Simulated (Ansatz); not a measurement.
# Is W-Ti-Ti-W stack of (111) layers a stable metal?

The plan: relax W-Ti-Ti-W stack of (111) layers, check its phonons, and, if the lattice is stable, compute its Eliashberg function and ρ(T).

Main program and level: Ansatz 0.2.0; DFT PBEsol, scalar-relativistic, plane waves, PAW; PAW set soft_1.

This is a report of a sequence of runs, with most program output left out.

## (1) The starting structure

The cell holds 4 atoms: 2 W and 2 Ti. Cell: a = 2.923 Å, b = 2.923 Å, c = 18.159 Å, α = 90.0°, β = 90.0°, γ = 120.0°. Vacuum lies along c.

## (2) Rough relaxation

The start is far from rest, so a relaxation with loose thresholds does the first part.

The input, input.yaml:

```yaml
crystal:
  lattice:
    - [2.92265, 0.0, 0.0]
    - [-1.46133, 2.53109, 0.0]
    - [0.0, 0.0, 18.15901]
  atoms:
    - { symbol: W, position: [0.0, 0.0, 0.30287993] }
    - { symbol: Ti, position: [0.33333333, 0.66666667, 0.43429331] }
    - { symbol: Ti, position: [0.66666667, 0.33333333, 0.56570669] }
    - { symbol: W, position: [0.0, 0.0, 0.69712007] }
  periodic: [true, true, false]
kpoints:
  mp_grid: { grid: [9, 9, 1] }
hamiltonian:
  xc: pbesol
  pseudopotentials: { kind: paw, azcp: { folder: soft_1 }, xc_functional: pbe }
scf:
  occupations: { method: gaussian, width: 0.1 }
output:
  forces: true
  stress: true
  eigenvalues: true
relax:
  adjacent_minimum: "off"
  f_tol: 0.05
  max_steps: 80
  cell: { stress_2d_tol: 0.02 }
```

Run with:

```sh
$ ansatz run input.yaml --threads 4 --pin off --max-ram 12288MiB --backend cpu --events-out ev --progress --plain --runs-dir out
```

Wall time 27 s (4 threads of Arm Neoverse V1, shared host); peak memory 0.64 GiB.

Relaxation path:

| step | energy less that of the first step (eV) | largest force component (eV/Å) | volume (Å³) |
| --- | --- | --- | --- |
| 1 | 0.0000 | 0.6934 | 281.98 |
| 2 | -0.7491 | 0.7070 | 255.39 |
| 3 | -0.8546 | 0.1895 | 246.33 |
| 4 | -0.8620 | 0.0244 | 245.40 |
| 5 | -0.8625 | 0.0031 | 244.89 |
| 6 | -0.8625 | 0.0013 | 244.73 |
| 7* | -0.8599 | 0.0018 | 244.73 |

Relaxation steps marked * repeat the geometry before them on a plane-wave basis chosen anew for their cell, so energy and pressure can jump there.

Forces are held to the 12 operations that the run works with; a distortion that breaks them can't arise in this run.

| cell as run | before | after | change |
| --- | --- | --- | --- |
| a (Å) | 2.923 | 2.723 | -6.8 % |
| b (Å) | 2.923 | 2.723 | -6.8 % |

The atoms that moved most (Å, along periodic axes as changes of fractional coordinates times the final cell, across vacuum about the mean position):

| atom | dx | dy | dz | length |
| --- | --- | --- | --- | --- |
| W4 | 0.000 | 0.000 | 0.018 | 0.018 |
| W1 | 0.000 | 0.000 | -0.018 | 0.018 |
| Ti3 | 0.000 | 0.000 | -0.010 | 0.010 |
| Ti2 | 0.000 | 0.000 | 0.010 | 0.010 |

The relaxed structure:

```xyz
4
Lattice="2.7228 0.0000 0.0000 -1.3614 2.3580 0.0000 0.0000 0.0000 38.1180" Properties=species:S:1:pos:R:3
W     0.0000    0.0000    5.4820
Ti    0.0000    1.5720    7.8966
Ti    1.3614    0.7860   10.2624
W     0.0000    0.0000   12.6770
```

Numbers from this step:

* metallic on mesh: yes
* gap on the k-mesh: 0 eV

The relaxation ends with a largest force component of 0.0018 eV/Å.

## (3) Relaxing cell and atoms

Lattice constant and positions set the bands and the force constants, so the cell is relaxed first.

input.yaml, the sections that differ from step 2:

```yaml
crystal:
  lattice:
    - [2.7227673356, 2.6893e-06, 0.0]
    - [-1.3613859968, 2.3579843365, 0.0]
    - [0.0, 0.0, 38.1180212893]
  atoms:
    - { symbol: W, position: [0.0, 0.0, 0.1438159308] }
    - { symbol: Ti, position: [0.3333333333, 0.6666666667, 0.2071622178] }
    - { symbol: Ti, position: [0.6666666667, 0.3333333333, 0.269226886] }
    - { symbol: W, position: [0.0, 0.0, 0.332573173] }
  periodic: [true, true, false]
kpoints:
  mp_grid: { grid: [12, 12, 1] }
relax:
  adjacent_minimum: "off"
  f_tol: 0.005
  max_steps: 80
  cell: { stress_2d_tol: 0.02 }
# hamiltonian, scf, output: as in step 2
```

Run time: 26 s. Hardware: 4 threads; peak memory 0.67 GiB.

Little changed from the start: no atom moved by 0.005 Å and no cell edge by 0.1 %.

## (4) Tight relaxation

No force is left; the cell is relaxed once more with another smearing and tight thresholds.

input.yaml, the sections that differ from step 3:

```yaml
crystal:
  lattice:
    - [2.7254535283, 2.692e-06, 0.0]
    - [-1.3627290954, 2.3603106463, 0.0]
    - [0.0, 0.0, 38.1180212893]
  atoms:
    - { symbol: W, position: [0.0, 0.0, 0.1438998669] }
    - { symbol: Ti, position: [0.3333333333, 0.6666666667, 0.2071014827] }
    - { symbol: Ti, position: [0.6666666667, 0.3333333333, 0.2692876211] }
    - { symbol: W, position: [0.0, 0.0, 0.3324892369] }
  periodic: [true, true, false]
scf:
  occupations: { method: methfessel_paxton, width: 0.2 }
relax:
  adjacent_minimum: "off"
  f_tol: 0.001
  max_steps: 60
  cell: { stress_2d_tol: 0.002 }
# kpoints, hamiltonian, output: as in step 3
```

Wall time 26 s (4 threads); peak memory 0.67 GiB.

Little changed from the start: no atom moved by 0.005 Å and no cell edge by 0.1 %.

## (5) Phonons by linear response: q 2×2×1, k 6×6×1

Before any scattering is computed, the phonons show whether the structure is a minimum.

The input, input.yaml:

```yaml
crystal:
  lattice:
    - [2.7260366573, 2.6925e-06, 0.0]
    - [-1.3630206604, 2.3608156506, 0.0]
    - [0.0, 0.0, 38.1180212893]
  atoms:
    - { symbol: W, position: [0.0, 0.0, 0.1439582215] }
    - { symbol: Ti, position: [0.3333333333, 0.6666666667, 0.2071460709] }
    - { symbol: Ti, position: [0.6666666667, 0.3333333333, 0.2692430329] }
    - { symbol: W, position: [0.0, 0.0, 0.3324308823] }
  periodic: [true, true, false]
kpoints:
  mp_grid: { grid: [6, 6, 1] }
hamiltonian:
  xc: pbesol
  pseudopotentials: { kind: paw, azcp: { folder: soft_1 }, xc_functional: pbe }
scf:
  occupations: { method: methfessel_paxton, width: 0.2 }
output:
  eigenvalues: true
phonons:
  method: dfpt
  qmesh: [2, 2, 1]
  temperatures: { t_max: 1000, t_step: 50 }
  qpath:
    path:
      - [0.0, 0.0, 0.0]
      - [0.5, 0.0, 0.0]
      - [0.33333333, 0.33333333, 0.0]
      - [0.0, 0.0, 0.0]
    npoints: 10
```

The job ended after 2.7 min (4 threads; peak memory 1.1 GiB; 9.6 min of CPU time).

Numbers from this step:

```yaml
share_of_imaginary_modes_in_the_plain_interpolation_between_solved_wavevectors: 0.336
highest_frequency_solved_or_plainly_interpolated: 278 cm⁻¹
```

Solved on the 2×2×1 mesh alone; all other wavevectors are interpolated. Phonon branches along the path, in cm⁻¹:

| point | branch 1 | branch 2 | branch 3 | branch 4 | branch 9 | branch 10 | branch 11 | branch 12 |
| --- | --- | --- | --- | --- | --- | --- | --- | --- |
| Γ | -85 | -85 | -38 | -38 | 72 | 72 | 193 | 239 |
| halfway | -99 | -82 | -81 | -63 | 145 | 175 | 221 | 237 |
| M | -132 | -121 | -112 | -98 | 192 | 221 | 266 | 278 |
| halfway | -121 | -104 | -101 | -78 | 212 | 213 | 260 | 267 |
| K | -120 | -109 | 50 | 50 | 223 | 234 | 248 | 248 |
| halfway | -95 | -93 | -80 | -68 | 168 | 173 | 232 | 237 |
| Γ | -85 | -85 | -38 | -38 | 72 | 72 | 193 | 239 |

Lowest modes at the softest wavevector of the mesh. Modes at q = (0.500, 0.000, 0.000), with each element's share of the kinetic energy (negative means imaginary):

| mode | frequency (cm⁻¹) | W % | Ti % |
| --- | --- | --- | --- |
| 1 | -131.5 | 100 | 0 |
| 2 | -121.0 | 92 | 8 |
| 3 | -111.8 | 100 | 0 |
| 4 | -97.6 | 99 | 1 |
| 5 | 113.7 | 0 | 100 |
| 6 | 127.9 | 35 | 65 |

Displacements in mode 1 (-131.5 cm⁻¹), the largest set to 1, in the home cell:
```
W1  -0.58  1.00  0.00
Ti2 -0.01  0.02  0.00
Ti3  0.01 -0.02  0.00
W4  -0.58  1.00  0.00
```

Displacements in mode 6 (127.9 cm⁻¹), the largest set to 1, in the home cell:
```
W1  -0.30 -0.17  0.20
Ti2 -0.34 -0.20 -1.00
Ti3 -0.34 -0.20 -1.00
W4   0.30  0.17 -0.20
```

Among the solved wavevectors the lowest mode, translations apart, is -132 cm⁻¹, imaginary.

## (6) Lattice stability: q 3×3×1, k 9×9×1

An imaginary mode on so few k-points may come from the sampling, so the phonons are repeated with another q and k mesh.

Edit input.yaml of step 5 so:

```diff
@@ -12,3 +12,3 @@
 kpoints:
-  mp_grid: { grid: [6, 6, 1] }
+  mp_grid: { grid: [9, 9, 1] }
 hamiltonian:
@@ -22,3 +22,3 @@
   method: dfpt
-  qmesh: [2, 2, 1]
+  qmesh: [3, 3, 1]
   temperatures: { t_max: 1000, t_step: 50 }
```

Wall time 9.4 min (4 threads); peak memory 1.9 GiB.

This step gave:

```
share of imaginary modes in the plain interpolation between solved wavevectors : 0.0847
highest frequency, solved or plainly interpolated                              : 313.2 cm⁻¹
```

Solved on the 3×3×1 mesh alone; all other wavevectors are interpolated. The phonon branches at the labelled points (cm⁻¹):

| point | branch 1 | branch 2 | branch 3 | branch 4 | branch 9 | branch 10 | branch 11 | branch 12 |
| --- | --- | --- | --- | --- | --- | --- | --- | --- |
| Γ | -65 | -65 | -30 | -30 | 80 | 80 | 216 | 273 |
| halfway | -47 | -28 | -20 | 69 | 173 | 199 | 254 | 264 |
| M | 27 | 29 | 56 | 90 | 203 | 225 | 286 | 313 |
| halfway | 68 | 86 | 87 | 91 | 225 | 236 | 285 | 296 |
| K | 84 | 96 | 118 | 118 | 262 | 262 | 262 | 273 |
| halfway | -38 | 44 | 47 | 75 | 171 | 230 | 257 | 266 |
| Γ | -65 | -65 | -30 | -30 | 80 | 80 | 216 | 273 |

The modes has structure finer than the step of the table below, so its rows give means over 10 cm⁻¹, whole bins alone (the curve runs from -80.2 to 332 cm⁻¹). Peaks (cm⁻¹: height): Ti 80.6: 0.0133, 96.2: 0.0119, 145.4: 0.0354, 174.0: 0.0309, 241.4: 0.0446, 267.3: 0.0434, 282.9: 0.0338; W -28.3: 0.0345, 78.0: 0.0733, 137.7: 0.0300, 176.6: 0.0501.

Phonopy on the run's constants, 21x21x1 mesh, Gaussian sigma 2.9 cm⁻¹. The modes by wavenumber; means over each step; values in 1/cm⁻¹/cell:

| wavenumber (cm⁻¹) | Ti | W |
| --- | --- | --- |
| -70 | 0.00393 | 0.00131 |
| -60 | 0.00475 | 0.00290 |
| -50 | 0.00322 | 0.00507 |
| -40 | 0.00464 | 0.00987 |
| -30 | 0.00652 | 0.0255 |
| -20 | 0.00357 | 0.0182 |
| -10 | 0.00135 | 0.00754 |
| 0 | 5.3e-4 | 0.00567 |
| 10 | 0.00135 | 0.00816 |
| 20 | 0.00285 | 0.0149 |
| 30 | 0.00392 | 0.0250 |
| 40 | 0.00506 | 0.0248 |
| 50 | 0.00614 | 0.0248 |
| 60 | 0.00797 | 0.0318 |
| 70 | 0.00643 | 0.0414 |
| 80 | 0.0113 | 0.0677 |
| 90 | 0.00848 | 0.0367 |
| 100 | 0.00775 | 0.0178 |
| 110 | 0.0146 | 0.0174 |
| 120 | 0.0172 | 0.0172 |
| 130 | 0.0252 | 0.0226 |
| 140 | 0.0294 | 0.0283 |
| 150 | 0.0265 | 0.0216 |
| 160 | 0.0165 | 0.0161 |
| 170 | 0.0277 | 0.0358 |
| 180 | 0.0217 | 0.0360 |
| 190 | 0.0174 | 0.0125 |
| 200 | 0.0147 | 0.00363 |
| 210 | 0.0191 | 0.00179 |
| 220 | 0.0210 | 0.00310 |
| 230 | 0.0312 | 0.00339 |
| 240 | 0.0385 | 0.00330 |
| 250 | 0.0331 | 0.00243 |
| 260 | 0.0296 | 0.00189 |
| 270 | 0.0392 | 0.00198 |
| 280 | 0.0307 | 7.9e-4 |
| 290 | 0.0276 | 6.2e-4 |
| 300 | 0.0176 | 3.0e-4 |
| 310 | 0.0109 | 1.3e-4 |
| 320 | 8.7e-4 | 9.0e-6 |

No LO-TO term; unit eigenvectors of the mass-weighted matrix. Modes at Γ, with each element's share of the kinetic energy (negative means imaginary):

| mode | frequency (cm⁻¹) | symmetry | W % | Ti % |
| --- | --- | --- | --- | --- |
| 1 | -64.9 | Eu | 21 | 79 |
| 2 | -64.9 | Eu | 21 | 79 |
| 3 | -30.3 | Eg | 98 | 2 |
| 4 | -30.3 | Eg | 98 | 2 |
| 5 | 0.0 | unnamed | 79 | 21 |
| 6 | 0.0 | unnamed | 79 | 21 |
| 7 | 0.0 | unnamed | 79 | 21 |
| 8 | 65.4 | A1g | 93 | 7 |
| 9 | 80.5 | Eg | 2 | 98 |
| 10 | 80.5 | Eg | 2 | 98 |
| 11 | 215.6 | A2u | 21 | 79 |
| 12 | 272.7 | A1g | 7 | 93 |

Displacements in mode 2 (-64.9 cm⁻¹), the largest set to 1:
```
W1  -0.01 -0.26  0.00
Ti2  0.03  1.00  0.00
Ti3  0.03  1.00  0.00
W4  -0.01 -0.26  0.00
```

Displacements in mode 12 (272.7 cm⁻¹), the largest set to 1:
```
W1   0.00  0.00 -0.14
Ti2  0.00  0.00  1.00
Ti3  0.00  0.00 -1.00
W4   0.00  0.00  0.14
```

Among the solved wavevectors the lowest mode, translations apart, is -64.9 cm⁻¹, imaginary.

## (7) Outcome

- phonon run of the rows without a label of their own: PBEsol, q 3×3×1, k 9×9×1
- softest mode on the q mesh: -64.9 cm⁻¹ at q = (0, 0, 0)
- highest frequency, solved or plainly interpolated: 313 cm⁻¹

**Reading.** The lattice is dynamically unstable at this level: a mode at q = (0, 0, 0) is imaginary, 64.9i cm⁻¹, so no harmonic coupling constant or resistivity is defined for this structure. These meshes are coarse, and single modes of a metal can move by tens of cm⁻¹ with the k mesh. The coarser mesh found an imaginary mode at another wavevector, which this mesh lacks. Spin–orbit coupling, left out here, matters for W. The phonon runs are not spin-polarised. The PAW files were made for PBE; under other functionals the run regenerates their frozen core. The structure was built by hand as an ordered model, and its stability against other phases was not tested.

[Logs are printed without paths, hosts, clocks, repeated set-up lines and the standing remarks that a program may print on its own settings, such as how far it seeks lower states.]

[Hosts, paths, dates, database ids (printed as entryN), source tags and the programs' standing remarks are cut or masked in the printed files.]
